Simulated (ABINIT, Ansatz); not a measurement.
# A GW run on ZrSe3 (P2_1/m) in ABINIT, with inputs changed

What do changed inputs do to GW on ZrSe3 (P2_1/m)?

Calculated with ABINIT 10.8.3; PBEsol and many-body steps on it, plane waves.

## Step 1: The structure

It takes space group P2_1/m (No. 11, monoclinic). Conventional cell: a = 5.411 Å, b = 3.749 Å, c = 9.444 Å, α = 90.00°, β = 97.48°, γ = 90.00°. Nearest to Zr lie 8 Se at 2.72 to 2.87 Å. Nearest to Se lie 4 Zr at 2.72 to 2.87 Å. Nearest to Se lie 1 Se at 2.34 Å and 2 Zr at 2.73 Å. Nearest to Se lie 1 Se at 2.34 Å and 2 Zr at 2.74 Å. Farther neighbours and most contacts between anions are not listed.

The cell and positions come from the Crystallography Open Database and are kept as given unless a step says otherwise.

## Step 2: Screening, 2×4×1 mesh, 209 bands, screening to 114.3 eV

This step: ABINIT 10.8.3; RPA screening on PBEsol, plane waves, norm-conserving pseudopotentials.

The RPA dielectric matrix is built and inverted for each q.

The input, run.abi:

```
acell 3*1.0 Angstrom
rprim 
  5.410900000000 -0.000000000000 -0.000000000000
  -0.000000000000 3.748800000000 0.000000000000
  -1.229420909100 0.000000000000 9.363634990100
ntypat 2
znucl 40 34
natom 8
typat 1 1 2 2 2 2 2 2
xred 
  0.285000000000 0.250000000000 0.656000000000
  0.715000000000 0.750000000000 0.344000000000
  0.762000000000 0.250000000000 0.554000000000
  0.238000000000 0.750000000000 0.446000000000
  0.456000000000 0.250000000000 0.174000000000
  0.544000000000 0.750000000000 0.826000000000
  0.888000000000 0.250000000000 0.169000000000
  0.112000000000 0.750000000000 0.831000000000
pp_dirpath "pseudos"
pseudos "Zr.upf, Se.upf"
ecut 48
ngkpt 2 4 1
nshiftk 1
shiftk 0 0 0
kptopt 1
chksymbreak 0
istwfk *1
occopt 1
irdwfk 1
optdriver 3
nband 209
ecuteps 4.2
inclvkb 2
awtr 1
symchi 1
indata_prefix "in"
outdata_prefix "out"
tmpdata_prefix "tmp"
```

Launch:

```console
$ OMP_NUM_THREADS=1 mpirun -n 16 abinit run.abi > log
```

Output:

```text
.Version 10.8.3 of ABINIT. v10.8.2 released Aug 2026.

 Symmetries : space group P2_1/m (# 11); Bravais mP (primitive monocl.)
[... echo of the input left out ...]
== DATASET  1 ==================================================================
-   mpi_nproc: 16, omp_nthreads: 1 (-1 if OMP is not activated)

--- !DatasetInfo
iteration_state: {dtset: 1, }
dimensions: {natom: 8, nkpt: 6, mband: 209, nsppol: 1, nspinor: 1, nspden: 1, mpw: 20400, }
cutoff_energies: {ecut:  48.0, pawecutdg:  -1.0, }
electrons: {nelect:   1.68000000E+02, charge:   0.00000000E+00, occopt:   1.00000000E+00, tsmear:   1.00000000E-02, }

 SCREENING: Calculation of the susceptibility and dielectric matrices

 Based on a program developped by R.W. Godby, V. Olevano, G. Onida, and L. Reining.
 Incorporated in ABINIT by V. Olevano, G.-M. Rignanese, and M. Torrent.
.Using double precision arithmetic ; gwpc =  8

[... cell and pseudopotentials left out ...]
--------------------------------------------------------------------------------

 ==== K-mesh for the wavefunctions ====
 Number of points in the irreducible wedge :     6
[... list of points left out ...]
 Together with  4 symmetry operations and time-reversal symmetry
 yields     8 points in the full Brillouin Zone.

 ==== Q-mesh for the screening function ====
 Number of points in the irreducible wedge :     6
[... list of points left out ...]
 Together with  4 symmetry operations and time-reversal symmetry
 yields     8 points in the full Brillouin Zone.

 setmesh: FFT mesh size selected  =    45x   30x   72
          total number of points  =        97200

 vcoul_init : cutoff-mode = AUXILIARY_FUNCTION
 q-points for optical limit:   1
     1)      0.000010    0.000020    0.000030

- screening: taking advantage of time-reversal symmetry
- Maximum band index for partially occupied states nbvw = 84
- Remaining bands to be divided among processors   nbcw = 125
- Number of bands treated by each node ~7

 Number of electrons calculated from density =  168.0000; Expected =  168.0000
 average of density, n =  0.131071
 r_s =    1.2212
 omega_plasma =   34.9228 [eV]

 calculating chi0 at frequencies [eV] :
  1    0.000000E+00    0.000000E+00
  2    0.000000E+00    3.492278E+01

--------------------------------------------------------------------------------
  q-point number  1        q = ( 0.000000, 0.000000, 0.000000) [r.l.u.]
--------------------------------------------------------------------------------
[... chi0 elements left out ...]
 For q-point:  0.000010 0.000020 0.000030
  dielectric constant =  16.0725
  dielectric constant without local fields =  18.6875

  Average fulfillment of the sum rule on Im[epsilon] for q-point    1 :     30.17  [%]
[... wings left out ...]
  q-point number  2        q = ( 0.500000, 0.000000, 0.000000) [r.l.u.]
--------------------------------------------------------------------------------
[... chi0 elements left out ...]
  Average fulfillment of the sum rule on Im[epsilon] for q-point    2 :     31.80  [%]

 [... 4 further q-points ...]
```

Elapsed: 7.1 min, on 16 MPI ranks of Arm Neoverse N1, shared host; peak memory 20 GiB.

Numbers from this step:

- ε∞ with local fields, on this mesh, along the program's q direction: 16.07
- the same without local fields: 18.69
- plasma frequency: 34.92 eV
- plane waves in the screening matrix: 521

Local fields lower ε∞ by 14 %. On a Γ-centred mesh this coarse the value itself is usually too large, while a short band sum pulls it down.

## Step 3: Base

The self-energy is evaluated for the states that the input lists, and the levels follow from it, in one-shot runs by the linearised quasiparticle equation.

This step: G0W0 on PBEsol, plane waves, norm-conserving pseudopotentials.

Edit run.abi of step 2 so:

```diff
@@ -29,8 +29,17 @@
 irdwfk 1
-optdriver 3
+optdriver 4
 nband 209
+gwcalctyp 0
+ecutsigx 48
+symsigma 1
+nkptgw 2
+kptgw 
+  0.0000000000 0.0000000000 0.0000000000
+  0.5000000000 0.0000000000 0.0000000000
+bdgw 
+  83 86
+  83 86
 ecuteps 4.2
-inclvkb 2
-awtr 1
-symchi 1
+irdscr 1
+ppmodel 1
 indata_prefix "in"
```

Output:

```text
.Version 10.8.3 of ABINIT. v10.8.2 released Aug 2026.

 Symmetries : space group P2_1/m (# 11); Bravais mP (primitive monocl.)
[... echo of the input left out ...]
== DATASET  1 ==================================================================
-   mpi_nproc: 16, omp_nthreads: 1 (-1 if OMP is not activated)

--- !DatasetInfo
iteration_state: {dtset: 1, }
dimensions: {natom: 8, nkpt: 6, mband: 209, nsppol: 1, nspinor: 1, nspden: 1, mpw: 20400, }
cutoff_energies: {ecut:  48.0, pawecutdg:  -1.0, }
electrons: {nelect:   1.68000000E+02, charge:   0.00000000E+00, occopt:   1.00000000E+00, tsmear:   1.00000000E-02, }

 SIGMA: Calculation of the GW corrections

 Based on a program developped by R.W. Godby, V. Olevano, G. Onida, and L. Reining.
 Incorporated in ABINIT by V. Olevano, G.-M. Rignanese, and M. Torrent.
.Using double precision arithmetic ; gwpc =  8

[... cell and pseudopotentials left out ...]
--------------------------------------------------------------------------------

 ==== K-mesh for the wavefunctions ====
 Number of points in the irreducible wedge :     6
[... list of points left out ...]
 Together with  4 symmetry operations and time-reversal symmetry
 yields     8 points in the full Brillouin Zone.

 ==== Q-mesh for screening function ====
 Number of points in the irreducible wedge :     6
[... list of points left out ...]
 Together with  4 symmetry operations and time-reversal symmetry
 yields     8 points in the full Brillouin Zone.

 vcoul_init : cutoff-mode = AUXILIARY_FUNCTION
 q-points for optical limit:   1
     1)      0.000010    0.000020    0.000030
 setmesh: FFT mesh size selected  =    72x   48x  120
          total number of points  =       414720

 Number of electrons calculated from density =  168.0000; Expected =  168.0000
 average of density, n =  0.131071
 r_s =    1.2212
 omega_plasma =   34.9228 [eV]

 === KS Band Gaps ===
  >>>> For spin  1
   Minimum direct gap =   0.6288 [eV], located at k-point      :   0.5000  0.0000  0.0000
   Fundamental gap    =   0.3292 [eV], Top of valence bands at :   0.0000  0.0000  0.0000
                                       Bottom of conduction at :   0.5000  0.0000  0.0000
 SIGMA fundamental parameters:
 PLASMON POLE MODEL  1
 number of plane-waves for SigmaX                20343
 number of plane-waves for SigmaC and W            521
 number of plane-waves for wavefunctions         20343
 number of bands                                   209
 number of independent spin polarizations            1
 number of spinorial components                      1
 number of k-points in IBZ                           6
 number of q-points in IBZ                           6
 number of symmetry operations                       4
 number of k-points in BZ                            8
 number of q-points in BZ                            8
 number of frequencies for dSigma/dE                 9
 frequency step for dSigma/dE [eV]                0.25
 number of omega for Sigma on real axis              0
 max omega for Sigma on real axis  [eV]           0.00
 zcut for avoiding poles [eV]                     0.10

 EPSILON^-1 parameters (SCR file):
 dimension of the eps^-1 matrix on file            521
 dimension of the eps^-1 matrix used               521
 number of plane-waves for wavefunctions         20343
 number of bands                                   209
 number of q-points in IBZ                           6
 number of frequencies                               2
 number of real frequencies                          1
 number of imag frequencies                          1

 matrix elements of self-energy operator (all in [eV])

 Perturbative Calculation

--- !SelfEnergy_ee
iteration_state: {dtset: 1, }
kpoint     : [   0.000,    0.000,    0.000, ]
spin       : 1
KS_gap     :    0.661
QP_gap     :    1.176
Delta_QP_KS:    0.516
data: !SigmaeeData |
     Band     E0 <VxcDFT>   SigX SigC(E0)      Z dSigC/dE  Sig(E)    E-E0       E
       83   6.375 -14.787 -16.246   1.855   0.795  -0.258 -14.472   0.315   6.690
       84   6.485 -15.017 -16.886   2.238   0.795  -0.257 -14.724   0.293   6.778
       85   7.146 -13.062  -8.336  -3.713   0.798  -0.253 -12.254   0.809   7.954
       86   7.529 -13.521  -8.085  -4.254   0.794  -0.260 -12.583   0.938   8.467

--- !SelfEnergy_ee
iteration_state: {dtset: 1, }
kpoint     : [   0.500,    0.000,    0.000, ]
spin       : 1
KS_gap     :    0.629
QP_gap     :    1.201
Delta_QP_KS:    0.572
data: !SigmaeeData |
     Band     E0 <VxcDFT>   SigX SigC(E0)      Z dSigC/dE  Sig(E)    E-E0       E
       83   6.114 -14.718 -16.655   2.209   0.795  -0.258 -14.502   0.216   6.329
       84   6.185 -14.776 -16.630   2.140   0.794  -0.259 -14.549   0.228   6.413
       85   6.814 -13.767  -9.969  -2.791   0.794  -0.260 -12.968   0.800   7.614
       86   7.155 -14.047 -10.034  -2.911   0.793  -0.261 -13.173   0.873   8.029

== END DATASET(S) ==============================================================
================================================================================

 -outvars: echo values of variables after computation  --------
           etotal      0.0000000000E+00
            nband         209
             nkpt           6
          spgroup          11
 [... the other variables as echoed above ...]

 Calculation completed.
```

It took 32 s on 16 MPI ranks; peak memory 8.5 GiB.

This step gave:

```
G0W0 gap on the points computed              : 0.8360 eV
starting gap on the mesh                     : 0.3293 eV
k of the valence top                         : 0, 0, 0
k of the conduction bottom                   : 0.5, 0, 0
Z at the valence top                         : 0.795
Z at the conduction bottom                   : 0.794
least direct G0W0 gap on the computed points : 1.176 eV
```

The gap on the mesh goes from 0.33 eV to 0.84 eV, a correction of +0.51 eV.

## Step 4: Exchange cutoff of one hartree

Edit run.abi of step 3 so:

```diff
@@ -32,3 +32,3 @@
 gwcalctyp 0
-ecutsigx 48
+ecutsigx 1
 symsigma 1
```

Output:

```text
.Version 10.8.3 of ABINIT. v10.8.2 released Aug 2026.

 Symmetries : space group P2_1/m (# 11); Bravais mP (primitive monocl.)
[... echo of the input left out ...]
== DATASET  1 ==================================================================
-   mpi_nproc: 16, omp_nthreads: 1 (-1 if OMP is not activated)

--- !DatasetInfo
iteration_state: {dtset: 1, }
dimensions: {natom: 8, nkpt: 6, mband: 209, nsppol: 1, nspinor: 1, nspden: 1, mpw: 20400, }
cutoff_energies: {ecut:  48.0, pawecutdg:  -1.0, }
electrons: {nelect:   1.68000000E+02, charge:   0.00000000E+00, occopt:   1.00000000E+00, tsmear:   1.00000000E-02, }

 SIGMA: Calculation of the GW corrections

 Based on a program developped by R.W. Godby, V. Olevano, G. Onida, and L. Reining.
 Incorporated in ABINIT by V. Olevano, G.-M. Rignanese, and M. Torrent.
.Using double precision arithmetic ; gwpc =  8

[... cell and pseudopotentials left out ...]
--------------------------------------------------------------------------------

 ==== K-mesh for the wavefunctions ====
 Number of points in the irreducible wedge :     6
[... list of points left out ...]
 Together with  4 symmetry operations and time-reversal symmetry
 yields     8 points in the full Brillouin Zone.

 ==== Q-mesh for screening function ====
 Number of points in the irreducible wedge :     6
[... list of points left out ...]
 Together with  4 symmetry operations and time-reversal symmetry
 yields     8 points in the full Brillouin Zone.

 vcoul_init : cutoff-mode = AUXILIARY_FUNCTION
 q-points for optical limit:   1
     1)      0.000010    0.000020    0.000030
 setmesh: FFT mesh size selected  =    45x   30x   72
          total number of points  =        97200

 Number of electrons calculated from density =  168.0000; Expected =  168.0000
[...]
number of omega for Sigma on real axis              0
 max omega for Sigma on real axis  [eV]           0.00
 zcut for avoiding poles [eV]                     0.10

 EPSILON^-1 parameters (SCR file):
 dimension of the eps^-1 matrix on file            521
 dimension of the eps^-1 matrix used                63
 number of plane-waves for wavefunctions         20343
 number of bands                                   209
 number of q-points in IBZ                           6
 number of frequencies                               2
 number of real frequencies                          1
 number of imag frequencies                          1

 matrix elements of self-energy operator (all in [eV])

 Perturbative Calculation

--- !SelfEnergy_ee
iteration_state: {dtset: 1, }
kpoint     : [   0.000,    0.000,    0.000, ]
spin       : 1
KS_gap     :    0.661
QP_gap     :    0.404
Delta_QP_KS:   -0.256
data: !SigmaeeData |
     Band     E0 <VxcDFT>   SigX SigC(E0)      Z dSigC/dE  Sig(E)    E-E0       E
       83   6.375 -14.787 -12.024   2.008   0.809  -0.236 -10.928   3.859  10.233
       84   6.485 -15.017 -12.646   2.384   0.811  -0.233 -11.160   3.857  10.342
       85   7.146 -13.062  -4.954  -3.649   0.807  -0.239  -9.462   3.600  10.746
[...]
--- !SelfEnergy_ee
iteration_state: {dtset: 1, }
kpoint     : [   0.500,    0.000,    0.000, ]
spin       : 1
KS_gap     :    0.629
QP_gap     :    0.908
Delta_QP_KS:    0.280
data: !SigmaeeData |
     Band     E0 <VxcDFT>   SigX SigC(E0)      Z dSigC/dE  Sig(E)    E-E0       E
[...]
85   6.814 -13.767  -6.055  -2.802   0.808  -0.237  -9.798   3.970  10.784
       86   7.155 -14.047  -5.952  -2.917   0.808  -0.238  -9.864   4.183  11.338

== END DATASET(S) ==============================================================
================================================================================

 -outvars: echo values of variables after computation  --------
           etotal      0.0000000000E+00
            nband         209
             nkpt           6
          spgroup          11
 [... the other variables as echoed above ...]

 Calculation completed.
```

Wall time 14 s (16 MPI ranks); peak memory 5.3 GiB.

The run ended normally, though the input holds a fault or crude settings.

The fault put into this input: exchange cutoff of one hartree. It printed a gap of 0.40 eV, an artefact of the input.

## Step 5: The runs together

Times are wall times on 16 MPI ranks of Arm Neoverse N1, shared host, good to a factor of about two. A run's time includes the screening step that it read.

```tsv
run	mesh	bands	screening cutoff (eV)	DFT gap (eV)	gap on the mesh (eV)	direct (eV)	ε∞ used	time
base	2×4×1	209	114.3	0.329	0.836	1.176	16.07	7.7 min
```

## Step 6: What came out

* base: 0.836 eV
* known limits: not at the basis limit; no spin-orbit coupling; coarse k mesh

What this shows: Bands and cutoff are finite, so the gap is not at the basis limit. The miss can reach some tenths of an eV and take either sign; the mesh is an error of its own. In the G0W0 run levels were corrected at 2 k points alone, so a gap called «on the mesh» is the least over those, and an edge elsewhere would be missed. The 2×4×1 mesh is coarse for this cell, which bears on the long-range parts of exchange and screening. The many-body steps are scalar-relativistic: spin-orbit coupling is not in them.

[Paths, hosts, dates, memory and timing lines, banners, echoed tables and standing remarks are left out of the program output.]

[Logs are printed without paths, hosts, clocks, repeated set-up lines and the standing remarks that a program may print on its own settings, such as how far it seeks lower states.]

[Runs of the session that timed out or met a known fault of the program may be left out.]

[Hosts, paths, dates, database ids (printed as entryN), source tags and the programs' standing remarks are cut or masked in the printed files.]

[G0W0 gaps are taken among the corrected bands and points alone; a level outside them can change the order at an edge.]

[Where Ansatz stands beside ABINIT at settings called matched, ABINIT's density can come from a denser mesh and the files from another edition; pairs whose starting gaps differed by over 0.03 eV were left out, so agreement reads better than it is.]
